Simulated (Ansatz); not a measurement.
# PbSe (Clausthalite, Fm-3m): lattice thermal conductivity, part 2 of 2

Wanted: κ(T), lifetimes and mean free paths for PbSe (Clausthalite).

Measurements to reproduce:
- thermal conductivity 2 W/m/K near room temperature (given in “Combining the AFLOW GIBBS and Elastic Libraries to efficiently and robustly screen thermo-mechanical properties of solids”, 2017, arXiv:1611.05714)
- thermal conductivity 2 W/m/K near room temperature (given in “Predicting the lattice thermal conductivity of solids by solving the Boltzmann transport equation: AFLOW - AAPL an automated, accurate and efficient framework”, 2017, arXiv:1611.05481)

Ansatz 0.2.0; DFT r2SCAN, scalar-relativistic, plane waves, PAW.

So far. Step 2 (A first coarse run): The start is under 1.5 GPa at this level and looks like an insulator or semiconductor on this mesh. Step 4 (Tight relaxation): The residual pressure is -7.7e-5 GPa, small enough for phonons. The relaxed cell has a = 6.178 Å (conventional setting).

### 5. Anharmonic force constants and conductivity

The supercell must be wider than twice the pair cutoff, and the number of displaced cells grows with the pairs inside it, which is where the cost lies.

input.yaml reads:

```yaml
crystal:
  lattice:
    - [0.0, 3.0890130577, 3.0890130577]
    - [3.0890130577, 0.0, 3.0890130577]
    - [3.0890130577, 3.0890130577, 0.0]
  atoms:
    - { symbol: Pb, position: [0.0, 0.0, 0.0] }
    - { symbol: Se, position: [0.5, 0.5, 0.5] }
kpoints:
  mp_grid: { grid: [6, 6, 6] }
hamiltonian:
  xc: r2scan
scf:
  occupations: { method: fixed }
output:
  eigenvalues: true
phonons:
  method: fd
  dielectric: true
  qmesh: [6, 6, 6]
  temperatures: { t_max: 1000, t_step: 50 }
  qpath:
    path:
      - [[0.0, 0.0, 0.0], [0.5, 0.0, 0.5], [0.5, 0.25, 0.75], [0.375, 0.375, 0.75], [0.0, 0.0, 0.0], [0.5, 0.5, 0.5], [0.625, 0.25, 0.625], [0.5, 0.25, 0.75], [0.5, 0.5, 0.5], [0.375, 0.375, 0.75]]
      - [[0.625, 0.25, 0.625], [0.5, 0.0, 0.5]]
    npoints: 10
  third_order: { supercell: [3, 3, 3], pair_cutoff: 4.519 }
  lattice_thermal_conductivity:
    qmesh: [17, 17, 17]
    temperatures: [100.0, 150.0, 200.0, 300.0, 400.0, 500.0, 600.0, 800.0]
    isotope_mass_variance:
      - { species: Pb, variance: 1.944e-05 }
      - { species: Se, variance: 0.0004628 }
```

Command:

```console
ansatz run input.yaml --threads 18 --pin off --max-ram 92160MiB --backend cuda --events-out ev --progress --plain --runs-dir out
```

Numbers of over 12 decimals in the logs are rounded to 6 here.

The log of the run:

```text
Warning: phonons.dielectric: true without phonons.rigid_motions: the static dielectric tensor ε⁰ will be withheld (ε∞, Z* and the rows of modes are given); for a crystal or a slab, whose only rigid motions are the translations, set phonons.rigid_motions: translations
[...]
Crystal: 12 atoms, lattice volume = 353.704 Å³
Basis set: ecut = 500 eV, 8971 PW (Γ), FFT grids on a1, −a1+a2+a3, −a1+a3, exchange–correlation on 160×400×300 points (125 copies of the dense FFT grid, shifted against one another)
Bands: 108, of which v1, the nominal top of the filled ones, is band 90 counted from 1 (89 counted from 0)
Symmetry: 24 space group operations
k-points: 16 of 36
[...]
SCF iter   1: F=—  HF=-104402.009739 eV  |F-HF|=—  |Δ(HF+E_count)|=         —  Δρ=1.31e-7  dr2=2.85e-11  dr2_τ=1.44e-12  ethr=1.00e-12  ⟨swp⟩=3.0  Hψ=4383  notcnv=0
[...]
SCF iter   2: F=-104402.009739 eV  HF=-104402.009739 eV  |F-HF|=1.46e-11  |Δ(HF+E_count)|=  1.46e-11  Δρ=8.32e-8  dr2=1.00e-11  dr2_τ=5.88e-13  ethr=1.00e-12  ⟨swp⟩=3.8  Hψ=4728  notcnv=0
SCF 1 converged in 2 iterations: F = -104402.009739 eV  dr2 = 1.00e-11
[...]
SCF iter   2: F=-104402.009739 eV  HF=-104402.009739 eV  |F-HF|=1.46e-11  |Δ(HF+E_count)|=  4.37e-11  Δρ=5.18e-8  dr2=4.10e-12  dr2_τ=2.16e-13  ethr=1.00e-12  ⟨swp⟩=3.9  Hψ=4709  notcnv=0
SCF 2 converged in 2 iterations: F = -104402.009739 eV  dr2 = 4.10e-12
[...]
Crystal: 2 atoms, lattice volume = 58.951 Å³
Basis set: ecut = 500 eV, 1459 PW (Γ), exchange–correlation on 128×128×128 points (64 copies of the dense FFT grid, shifted against one another)
Bands: 19, of which v1, the nominal top of the filled ones, is band 15 counted from 1 (14 counted from 0)
Symmetry: 48 space group operations
k-points: 30 of 216 (irreducible under 8 space group operations, time reversal used)
[...]
SCF iter   1: F=—  HF=-17400.334956 eV  |F-HF|=—  |Δ(HF+E_count)|=         —  Δρ=8.09e-8  dr2=3.76e-12  dr2_τ=1.70e-13  ethr=1.16e-8  ⟨swp⟩=3.0  Hψ=4217  notcnv=0  defer=55
[...]
SCF 3 converged in 2 iterations: F = -17400.334956 eV  dr2 = 8.04e-12
[...]
SCF 1 converged in 4 iterations: F = -17400.328854 eV  dr2 = 3.12e-8
[...]
symmetry images taken by strict's conditions (phonons.symmetry_images: auto; settled by no image being taken that strict refuses)
  supercell 10 (6 cells, vectors [1, 0, 0], [0, 1, 0], [0, 0, 6] in multiples of the cell's): 3 displaced members by 0.0025 Å; free energy -104402.009739 eV; taken off its force constants: by the sum rule 1.7e-4, by the symmetrisation 3.8e-5 eV/Å²; Γ matrix within 1.0e-4 eV/Å² of supercell 1's
[...]
q = [0.0000, 0.0000, 0.0000] (star 1, supercell 1; hermiticity 7.19e-17, symmetrization 2.41e-6): 0.00 0.00 0.00 13.38 13.38 13.38
[...]
joined force constants: q→R imaginary residual 1.27e-19
  density of states and harmonic sums: on the 18×18×18 q-mesh, interpolated from the force constants of a 6×6×6 supercell (with the dipole–dipole term)
  largest difference from the sums on the solved wave vectors: F 2.92e-3 eV, S 4.07e-6 and C_V 1.15e-6 eV/K
  zero-point energy: 0.029244 eV/cell   skipped modes (ω ≤ 0): 3   left out of the sums: 8.57e-5 of the cell's modes: C_V's classical limit lies that fraction below 3 k_B per atom; for a crystal, a wire or a layer, F and S can be off by more, and a phonons.interpolated_qmesh denser along its periods is the remedy for the sampling
--- Third-order force constants: 50 member SCFs in a 3×3×3 supercell (pair cutoff 4.519 Å, amplitude 0.03 Å, SCF threshold 1.00e-9 eV, Σ member SCF iterations 400) ---
[...]
sum-rule residual: 5.517e-1 → 1.601e-15 eV/Å³; symmetrization residual: 2.737e-3 eV/Å³; largest sum-rule correction relative to its orbit: 3.182e-1, on the orbit of the block of home site 1 with site 1 of cell (-1, 0, 0) and site 1 of cell (-1, 0, 0), whose norm before the correction was 5.269e-1 eV/Å³
--- Lattice thermal conductivity: 17×17×17 mesh (165 irreducible points), tetrahedron method ---
  three-phonon and isotope scattering only; four-phonon, boundary and, in a metal, phonon-electron scattering are left out
  each conductivity is what the modes' populations carry and what the coherences between them add
  conductivity (a third of the tensor's trace), W/(m K), in the relaxation-time approximation and from the full solution:
       T (K)   relaxation time   full solution  iterations             ending  least Ritz value
      100.00            2.8224          3.3808           7          converged          6.886e-1
      150.00            1.9641          2.3325           7          converged          6.892e-1
      200.00            1.5252          1.8010           7          converged          6.892e-1
      300.00            1.0831          1.2669           7          converged          6.891e-1
      400.00            0.8616          0.9994           7          converged          6.889e-1
      500.00            0.7283          0.8386           7          converged          6.888e-1
      600.00            0.6390          0.7310           7          converged          6.888e-1
      800.00            0.5261          0.5951           7          converged          6.886e-1
```

The job ended after 2.7 min (1 × NVIDIA GB200 with 18 threads of Arm Neoverse V2, shared host; peak memory 2.9 GiB).

This step gave:

| Property | Result |
| --- | --- |
| Γ frequencies | 0, 0, 0, 13.38, 13.38, 13.38 cm⁻¹ (negative: imaginary) |
| lowest frequency on the path | 0 cm⁻¹ |
| zero-point energy | 0.02924 eV/cell |
| point group | m-3m |
| highest frequency | 152.2 cm⁻¹ |
| Debye temperature from the second moment | 160 K |
| κ at 300 K (relaxation time) | 1.083 W/m/K |
| κ at 300 K (full solution) | 1.267 W/m/K |
| dipole term | run |
| mean free path at half of κ | 1.77 nm |
| share of κ above the three lowest branches | 0.509 |
| third-order blocks | 350 |
| periodic aliases dropped | 24 |
| largest relative sum-rule correction | 0.3182 |
| displaced cells, third order | 50 |

LO-TO term included. Phonon branches along the path, in cm⁻¹:

| point | branch 1 | branch 2 | branch 3 | branch 4 | branch 5 | branch 6 |
| --- | --- | --- | --- | --- | --- | --- |
| Γ | 0 | 0 | 0 | 13 | 13 | 142 |
| halfway | 29 | 29 | 60 | 60 | 73 | 129 |
| X | 32 | 32 | 44 | 61 | 61 | 72 |
| halfway | 38 | 44 | 52 | 69 | 75 | 108 |
| W | 43 | 43 | 66 | 74 | 74 | 125 |
| halfway | 42 | 45 | 66 | 76 | 84 | 124 |
| K | 42 | 45 | 66 | 75 | 99 | 120 |
| halfway | 34 | 42 | 66 | 78 | 112 | 145 |
| Γ | 0 | 0 | 0 | 13 | 13 | 142 |
| halfway | 36 | 36 | 64 | 103 | 103 | 152 |
| L | 50 | 50 | 100 | 121 | 121 | 144 |
| halfway | 48 | 48 | 86 | 108 | 115 | 135 |
| U | 42 | 45 | 66 | 75 | 99 | 120 |
| halfway | 42 | 45 | 66 | 76 | 84 | 124 |
| W | 43 | 43 | 66 | 74 | 74 | 125 |
| halfway | 47 | 48 | 82 | 105 | 110 | 133 |
| L | 50 | 50 | 100 | 121 | 121 | 144 |
| halfway | 48 | 48 | 86 | 108 | 115 | 135 |
| K | 42 | 45 | 66 | 75 | 99 | 120 |
| jump to U | 42 | 45 | 66 | 75 | 99 | 120 |
| halfway | 36 | 44 | 45 | 74 | 77 | 89 |
| X | 32 | 32 | 44 | 61 | 61 | 72 |

The phonon branches as a text plot (rows in cm⁻¹):

```
    149 |***                  ***   *****
    143 |                   **   ***     ***           ***
    136 |   *              *                *        **   **
    130 |    *            *                  *     **       *
    124 |     *      ****                 *   * ***     *    *
    117 |      *    *    * **          *** **  *      ** ***
    111 |                    *              **       *    *** *
    105 |                 *   *       *       *      *       *
     98 |          *    **               **    *       ***
     92 |                      *     *  *  * *      * *   * * **
     86 |              *   **          *    * * *  * *     *
     79 |       *         *  *      *        *   * *        ** *
     73 |    **  ***********    *             ***** *         ***
     67 |   *  *  ********  ***       *        *****         *  *
     60 |    *****  *         **                              *
     54 |  **                  *     *
     48 |  *    *  **  ******   *      *********** *************
     41 | *      ********* ***   *  *         ******         ****
     35 |       ****         ** *     *                        **
     29 |*   ***              ** * * *
     22 |* **                  **   *
     16 | *                     ****
     10 |*                       * *
      3 |                         *
         Γ       X    W  K        Γ      L     U  W     L   K|U X
```

W/m/K. Kappa, by row:

```csv
T (K),RTA xx,RTA yy,RTA zz,full xx,full yy,full zz,coherence part xx,coherence part yy,coherence part zz,ending,iterations,least Ritz value
100,2.822,2.822,2.822,3.381,3.381,3.381,0.07356,0.07356,0.07356,converged,7,0.689
150,1.964,1.964,1.964,2.333,2.333,2.333,0.09786,0.09786,0.09786,converged,7,0.689
200,1.525,1.525,1.525,1.801,1.801,1.801,0.115,0.115,0.115,converged,7,0.689
300,1.083,1.083,1.083,1.267,1.267,1.267,0.1373,0.1373,0.1373,converged,7,0.689
400,0.8616,0.8616,0.8616,0.9994,0.9994,0.9994,0.1505,0.1505,0.1505,converged,7,0.689
500,0.7283,0.7283,0.7283,0.8386,0.8386,0.8386,0.1588,0.1588,0.1588,converged,7,0.689
600,0.639,0.639,0.639,0.731,0.731,0.731,0.164,0.164,0.164,converged,7,0.689
800,0.5261,0.5261,0.5261,0.5951,0.5951,0.5951,0.1696,0.1696,0.1696,converged,7,0.689
```

The lattice thermal conductivity by temperature:

```csv
temperature (K),RTA xx (W/m/K),full xx (W/m/K)
100,2.82,3.38
150,1.96,2.33
200,1.52,1.80
300,1.08,1.27
400,0.862,0.999
500,0.728,0.839
600,0.639,0.731
800,0.526,0.595
```

The modes has structure finer than the step of the table below, so its rows give means over 5 cm⁻¹, whole bins alone (the curve runs from -10 to 167 cm⁻¹). Peaks (cm⁻¹: height): Pb 45.6: 0.153, 73.4: 0.0299; Se 74.5: 0.047, 86.7: 0.0381, 100.1: 0.0370, 115.6: 0.0541, 130.1: 0.0332.

Phonopy on the run's constants, 15x15x15 mesh, Gaussian sigma 2.0 cm⁻¹. Table of modes by wavenumber; means over each step; values in 1/cm⁻¹/cell:

```
wavenumber (cm⁻¹)       Pb       Se
               -5   1.4e-5   4.3e-6
                0   9.9e-5   3.8e-5
                5   1.2e-4   1.8e-5
               10  0.00127   1.8e-4
               15  0.00272   3.6e-4
               20  0.00600   6.7e-4
               25   0.0104  0.00105
               30   0.0250  0.00221
               35   0.0561  0.00311
               40   0.0924  0.00385
               45    0.140  0.00279
               50   0.0636  0.00254
               55  0.00902  0.00408
               60   0.0132   0.0101
               65   0.0212   0.0214
               70   0.0279   0.0344
               75   0.0275   0.0452
               80   0.0273   0.0327
               85   0.0225   0.0310
               90   0.0162   0.0280
               95  0.00994   0.0250
              100  0.00619   0.0350
              105  0.00299   0.0319
              110  0.00310   0.0433
              115  0.00210   0.0514
              120  0.00103   0.0364
              125   6.5e-4   0.0245
              130   8.4e-4   0.0319
              135  0.00109   0.0304
              140  0.00194   0.0289
              145  0.00337   0.0240
              150  0.00288   0.0127
              155   2.4e-4   9.8e-4
              160   4.0e-7   3.5e-6
```

Distinct triplets, nearest first. Third order norms, by row:

| sites | side 1 (Å) | side 2 (Å) | side 3 (Å) | norm of the 27 components (eV/Å³) |
| --- | --- | --- | --- | --- |
| Pb-Pb-Pb | 0 | 0 | 0 | 0 |
| Se-Se-Se | 0 | 0 | 0 | 0 |
| Pb-Se-Se | 0 | 3.09 | 3.09 | 5.546 |
| Pb-Se-Pb | 0 | 3.09 | 3.09 | 5.898 |
| Pb-Se-Se | 3.09 | 3.09 | 4.37 | 0.437 |
| Pb-Se-Pb | 3.09 | 3.09 | 4.37 | 0.637 |
| Pb-Pb-Pb | 0 | 4.37 | 4.37 | 0.91 |
| Pb-Pb-Pb | 4.37 | 4.37 | 4.37 | 0.093 |
| Se-Se-Se | 0 | 4.37 | 4.37 | 0.571 |
| Se-Se-Se | 4.37 | 4.37 | 4.37 | 0.052 |

Born charge (rows field, columns displacement) (e), principal values of the symmetric part by kind of site:

| atom | atoms with these values | low | middle | high | mean |
| --- | --- | --- | --- | --- | --- |
| Pb1 | 1 | 4.83 | 4.83 | 4.83 | 4.83 |
| Se2 | 1 | -4.83 | -4.83 | -4.83 | -4.83 |

In full for Pb1:

```
4.83 0.00 0.00
0.00 4.83 0.00
0.00 0.00 4.83
```

RTA, 300 K. Kappa by branch, by row:

```
branch (by rank)  mean frequency (THz)  mean rms speed (km/s)  median lifetime (ps)  share of kappa
               1                  1.17                   0.68                   2.3           0.172
               2                  1.28                   0.61                  1.62           0.125
               3                  2.14                   1.37                 0.757           0.194
               4                  2.57                   2.16                 0.498           0.246
               5                  3.04                   1.89                 0.393           0.188
               6                  3.95                   1.32                 0.316           0.075
```

Table of spectral kappa at 300 K by frequency; read off at these points; values in W/m/K/THz:

```csv
frequency (THz),relaxation time (W/m/K/THz),full solution (W/m/K/THz)
0.05,0,0
0.15,0,0
0.25,0.0911,0.0992
0.45,0.227,0.254
0.55,0.350,0.406
0.65,0.251,0.288
0.75,0.242,0.284
0.85,0.389,0.470
0.95,0.183,0.220
1.05,0.436,0.546
1.15,0.322,0.408
1.25,0.284,0.368
1.35,0.329,0.420
1.55,0.0703,0.0829
1.65,0.292,0.352
1.75,0.193,0.227
1.85,0.157,0.197
1.95,0.296,0.347
2.15,0.399,0.435
2.25,0.382,0.421
2.35,0.447,0.483
2.45,0.480,0.539
2.55,0.566,0.603
2.65,0.332,0.368
2.75,0.302,0.343
2.85,0.552,0.640
2.95,0.322,0.396
3.05,0.193,0.259
3.25,0.155,0.226
3.35,0.112,0.170
3.45,0.0544,0.0868
3.55,0.0284,0.0433
3.65,0.0361,0.0569
3.85,0.0300,0.0406
3.95,0.0342,0.0447
4.05,0.0319,0.0404
4.15,0.0326,0.0408
4.35,0.0184,0.0246
4.45,0.0159,0.0207
4.55,0.00105,0.00155
```

Relaxation-time solution. Share of κ carried by shorter paths against mean free path:

```
mean free path (nm)  100 K  300 K  800 K
              0.316      0  0.011  0.096
              0.464  0.001  0.027  0.241
              0.681  0.004  0.062  0.518
                  1  0.011   0.14  0.706
               1.47  0.027  0.328  0.804
               2.15  0.056  0.618  0.854
               3.16  0.141  0.744  0.883
               4.64  0.318  0.823  0.905
               6.81   0.59  0.864  0.954
                 10  0.715   0.89  0.969
               14.7  0.803  0.921   0.99
               21.5  0.846   0.96      1
               31.6  0.878  0.975      1
               46.4  0.913      1      1
               68.1  0.956      1      1
                100  0.973      1      1
                147      1      1      1
```

300 K; a sample spread over frequency. Mode lifetimes, by row, the first 40 of 90 rows:

```csv
q1,q2,q3,branch,frequency (THz),rms speed (km/s),three-phonon rate (1/ps),isotope rate (1/ps),lifetime (ps),mean free path (nm)
0,0.0588,0.0588,1,0.267,1.11,0.0259,6.03e-8,38.6,42.9
0,0.0588,0.1176,2,0.496,1.67,0.104,2.08e-6,9.66,16.1
0,0.1176,-0.1176,1,0.677,1.08,0.0943,8.28e-6,10.6,11.4
0.0588,0.1765,0.2353,2,0.815,1.49,0.273,2.01e-5,3.66,5.44
0.0588,0.1765,0.2941,1,0.888,1.02,0.184,3.31e-5,5.44,5.53
0,0.3529,0.3529,2,0.94,0.03,0.385,4.97e-5,2.6,0.0723
0,0.3529,0.4118,1,0.973,0.43,0.423,8.49e-5,2.36,1.02
0,0,0.1176,3,1.008,2.74,0.753,1.21e-4,1.33,3.64
0,0.1176,-0.2353,1,1.028,1.11,0.295,1.24e-4,3.38,3.75
0.1176,0.2941,0.4118,1,1.067,0.5,0.255,1.48e-4,3.92,1.97
0,0.2353,0.3529,2,1.094,0.99,0.367,1.71e-4,2.72,2.7
0.1176,0.4706,-0.4118,1,1.118,0.45,0.411,1.89e-4,2.43,1.1
0.0588,0.3529,-0.4706,1,1.152,0.61,0.434,2.23e-4,2.3,1.39
0.0588,0.1765,0.3529,2,1.183,1.02,0.586,2.51e-4,1.71,1.74
0,0,0.2941,1,1.198,1.08,0.641,2.69e-4,1.56,1.68
0,0.1765,-0.2941,1,1.231,0.76,0.346,3.10e-4,2.89,2.18
0,0.2353,0.4118,2,1.243,0.9,0.498,3.23e-4,2.01,1.81
0.0588,0.1765,-0.2941,1,1.27,0.8,0.418,3.73e-4,2.39,1.9
0.0588,0.2353,-0.1765,2,1.293,0.69,0.773,4.27e-4,1.29,0.888
0,0.4706,-0.4706,3,1.313,0.05,0.625,5.12e-4,1.6,0.0814
0.0588,0.3529,-0.4706,2,1.321,0.65,0.491,5.27e-4,2.04,1.32
0.1765,0.4118,-0.2941,2,1.329,0.33,0.578,6.35e-4,1.73,0.567
0,0.1765,-0.3529,1,1.343,0.62,0.417,7.41e-4,2.39,1.47
0.1176,0.4118,-0.3529,2,1.355,0.16,0.62,7.94e-4,1.61,0.256
0.0588,0.2941,-0.3529,1,1.37,0.33,0.457,7.38e-4,2.18,0.727
0,0.2353,-0.2353,2,1.378,0.43,0.794,7.91e-4,1.26,0.539
0.0588,0.2941,-0.3529,2,1.391,0.47,0.661,7.60e-4,1.51,0.712
0.0588,0.1765,-0.4706,1,1.405,0.6,0.658,7.04e-4,1.52,0.916
0.0588,0.1765,0.4706,2,1.418,0.5,0.729,7.08e-4,1.37,0.69
0.0588,0.2353,-0.2941,2,1.436,0.27,0.76,5.27e-4,1.31,0.358
0,0.1176,-0.3529,2,1.45,0.41,0.783,4.48e-4,1.28,0.522
0.0588,0.1765,-0.3529,2,1.472,0.19,0.771,3.90e-4,1.3,0.25
0.0588,0.1176,0.1765,4,1.515,2,2.1,2.41e-4,0.477,0.953
0.0588,0.1176,0.2353,3,1.667,2.14,0.878,2.02e-4,1.14,2.44
0,0.1176,-0.1176,4,1.757,1.24,2.17,8.54e-4,0.46,0.572
0,0.4706,0.4706,5,1.826,0.06,2.35,0.00136,0.426,0.0255
0.0588,0.1765,-0.1176,3,1.879,0.82,2.28,0.00219,0.437,0.359
0.0588,0.1765,0.2941,3,1.923,1.27,1.59,0.00212,0.63,0.798
0.0588,0.1176,0.2353,4,1.95,3.79,2.43,0.00358,0.412,1.56
0,0.0588,-0.2353,3,2.001,2.2,0.954,0.00113,1.05,2.3
```

Without the LO-TO term. Gamma linewidths, by row:

```csv
branch,frequency (cm⁻¹),three-phonon rate (1/ps),isotope rate (1/ps),FWHM (cm⁻¹)
4,13.4,0.636,1.31e-6,3.38
5,13.4,0.636,1.31e-6,3.38
6,13.4,0.636,1.31e-6,3.38
```

W/m/K, third of the trace; RTA populations with a boundary rate v/L added to each mode (Matthiessen's rule). Kappa by grain size, by row:

| T (K) | bulk | 10 nm | 30 nm | 100 nm | 300 nm | 1000 nm | 10000 nm | 100000 nm |
| --- | --- | --- | --- | --- | --- | --- | --- | --- |
| 100 | 2.749 | 1.566 | 2.099 | 2.464 | 2.633 | 2.711 | 2.745 | 2.748 |
| 300 | 0.9458 | 0.7394 | 0.8502 | 0.9104 | 0.933 | 0.9418 | 0.9454 | 0.9458 |
| 600 | 0.475 | 0.4107 | 0.4477 | 0.4656 | 0.4717 | 0.474 | 0.4749 | 0.4749 |

W/m/K, third of the trace; RTA populations with the isotope rates scaled. Kappa by mass disorder, by row:

```
T (K)  no isotopes  as typed  variance x 3  variance x 10  variance x 30
  100        2.772     2.749         2.705          2.573          2.303
  300       0.9486    0.9458        0.9403          0.922         0.8766
  600       0.4757     0.475        0.4735         0.4688         0.4561
```

At 300 K the relaxation-time value is 1.08 W/(m K).

### 6. Results

- highest frequency: 152.2 cm⁻¹
- Debye temperature from the second moment: 160 K
- κ at 300 K (relaxation time): 1.083 W/m/K
- κ at 300 K (full solution): 1.267 W/m/K
- mean free path at half of κ: 1.77 nm
- share of κ above the three lowest branches: 0.509

**Reading.** The lattice of PbSe (Clausthalite) conducts 1.27 W/(m K) at 300 K by r2SCAN (mean over directions, full solution). The full solution lies +17 % from the relaxation-time value at 300 K, a sign that momentum-conserving scattering matters. Above 300 K the relaxation-time κ falls as T^-0.74; the coherence part, which does not fall like the populations, is one cause of the flatter curve. Grains of 100 nm would keep 96 % of the bulk value at 300 K, and grains of 1 µm 100 %. Removing the natural isotope disorder raises κ at 300 K by 0 %. A measured thermal conductivity near room temperature is 2 W/m/K (arXiv:1611.05714); the calculated 1.27 W/m/K differs by -37 %. The relaxed cell is 3 % larger in volume than the database cell, which softens most phonons and usually lowers κ; no run here tested that. Missing scattering can't explain a value that is too low; the supercell, the cutoff, the meshes, the functional and the use of 0 K frequencies can. In rock-salt chalcogenides of this kind long-range couplings along ⟨100⟩ reach the fourth neighbour, beyond this cutoff, and they lower κ. The sum rules changed one orbit of cubic constants by up to 32 %; by the manual a large change points to a short cutoff or, on a small and distant orbit, to noisy forces. The conductivities include the coherence part between close branches; the shares for grains, isotopes, branches and paths are of the relaxation-time populations alone. Cubic couplings among atoms farther apart than the pair cutoff are dropped, and neither the cutoff nor the q-mesh was shown to be converged here. The PAW files were made for PBE and are used here under another functional, for which the program regenerates the frozen cores.

[Logs are printed without paths, hosts, clocks, repeated set-up lines and the standing remarks that a program may print on its own settings, such as how far it seeks lower states.]

[Hosts, paths, dates, database ids (printed as entryN), source tags and the programs' standing remarks are cut or masked in the printed files.]

[A step with changed settings may run another functional than the one named; its input shows which.]
